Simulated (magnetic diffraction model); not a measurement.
## Magnetic neutron pattern of Tm3Ti2SiAg3

Space group P-62m (no. 189), a = 6.9900 Å, c = 4.1650 Å.

| site | atom | x | y | z |
| --- | --- | --- | --- | --- |
| 3g | Tm | 0 | 0.5770 | 1/2 |
| 3f | Ag | 0 | 0.2444 | 0 |
| 2c | Ti | 1/3 | 2/3 | 0 |
| 1b | Si | 0 | 0 | 1/2 |

The compound is invented for this exercise: a known structure type with other elements, its cell scaled to their sizes and not relaxed.

Only Tm is taken to order (form factors of Tm3+); orders and moment sizes are assumed, and not adapted to the symmetry. Radiation: neutrons of λ = 1.594 Å, 3° to 50°; isotropic B of 0.37 Å² (Tm), 0.3 Å² (Ag), 0.43 Å² (Ti) and 0.59 Å² (Si). Simulated constant-wavelength pattern: nuclear and magnetic terms add, the magnetic one as |2.695 fm × Σ f S⊥ exp(2πi Q·r) exp(−B s²)|², summed over all Q at one angle with the factor 1/(sin²θ cos θ). For collinear order S is the moment m, which repeats by lattice and centring translations R with the sign exp(−2πi k·R). Free-ion form factors, Sears's scattering lengths of 1992, no absorption; a label names one of the reflections at its angle. The strongest nuclear line in the range is 100, and lines under 0.2 are left out.

Assume the order k = (0 1/2 1/2), collinear moments along [100], 6 μB on Tm; signs + at (0, 0.5770, 1/2), − at (0.5770, 0, 1/2), − at (0.4230, 0.4230, 1/2).

Q: Where does magnetic intensity appear, and how strong is it?

```
2θ (°)         index  nuclear  magnetic
 13.34   (0 1/2 1/2)      0.0     187.4
 15.13       (1 0 0)     28.5       0.0
 17.12  (1 -1/2 1/2)      0.0      49.5
 22.06       (0 0 1)     13.1       0.0
 22.92   (1 1/2 1/2)      0.0     238.6
 25.35   (0 3/2 1/2)      0.0       2.4
 26.36       (1 1 0)     37.5       0.0
 26.86       (1 0 1)     31.7       0.0
 29.66  (2 -1/2 1/2)      0.0       7.1
 30.53       (2 0 0)     28.2       0.0
 34.25   (0 1/2 3/2)      0.0      24.4
 34.64       (1 1 1)    100.0       0.0
 35.21   (1 3/2 1/2)      0.0      14.0
 35.98  (1 -1/2 3/2)      0.0      20.1
 36.90   (2 1/2 1/2)      0.0      27.7
 37.99       (2 0 1)     62.5       0.0
 39.24   (1 1/2 3/2)      0.0      92.7
 40.09   (0 5/2 1/2)      0.0      63.2
 40.77       (2 1 0)     55.9       0.0
 40.78   (0 3/2 3/2)      0.0       0.8
 41.61  (3 -3/2 1/2)      0.0       4.2
 43.73  (2 -1/2 3/2)      0.0       8.6
 44.52  (3 -1/2 1/2)      0.0       2.7
 45.00       (0 0 2)     21.3       0.0
 46.53       (3 0 0)      2.5       0.0
 46.84       (2 1 1)      4.1       0.0
 47.75       (1 0 2)      6.2       0.0
 47.89   (1 3/2 3/2)      0.0       7.1
 48.62   (2 3/2 1/2)      0.0      26.7
 49.22   (2 1/2 3/2)      0.0      19.8
 49.93   (1 5/2 1/2)      0.0      11.3
```

The strongest magnetic line in the range is (1 1/2 1/2) at 22.92° (238.6). On top of the Lorentz factor, which all lines share, magnetic lines fade with angle because f falls: for Tm3+ it is 0.97, 0.87, 0.75 and 0.49 at sin θ/λ = 0.1, 0.2, 0.3 and 0.5 Å⁻¹, while nuclear lengths stay constant. The order has no net moment.

[Logs are printed without paths, hosts, clocks, repeated set-up lines and the standing remarks that a program may print on its own settings, such as how far it seeks lower states.]
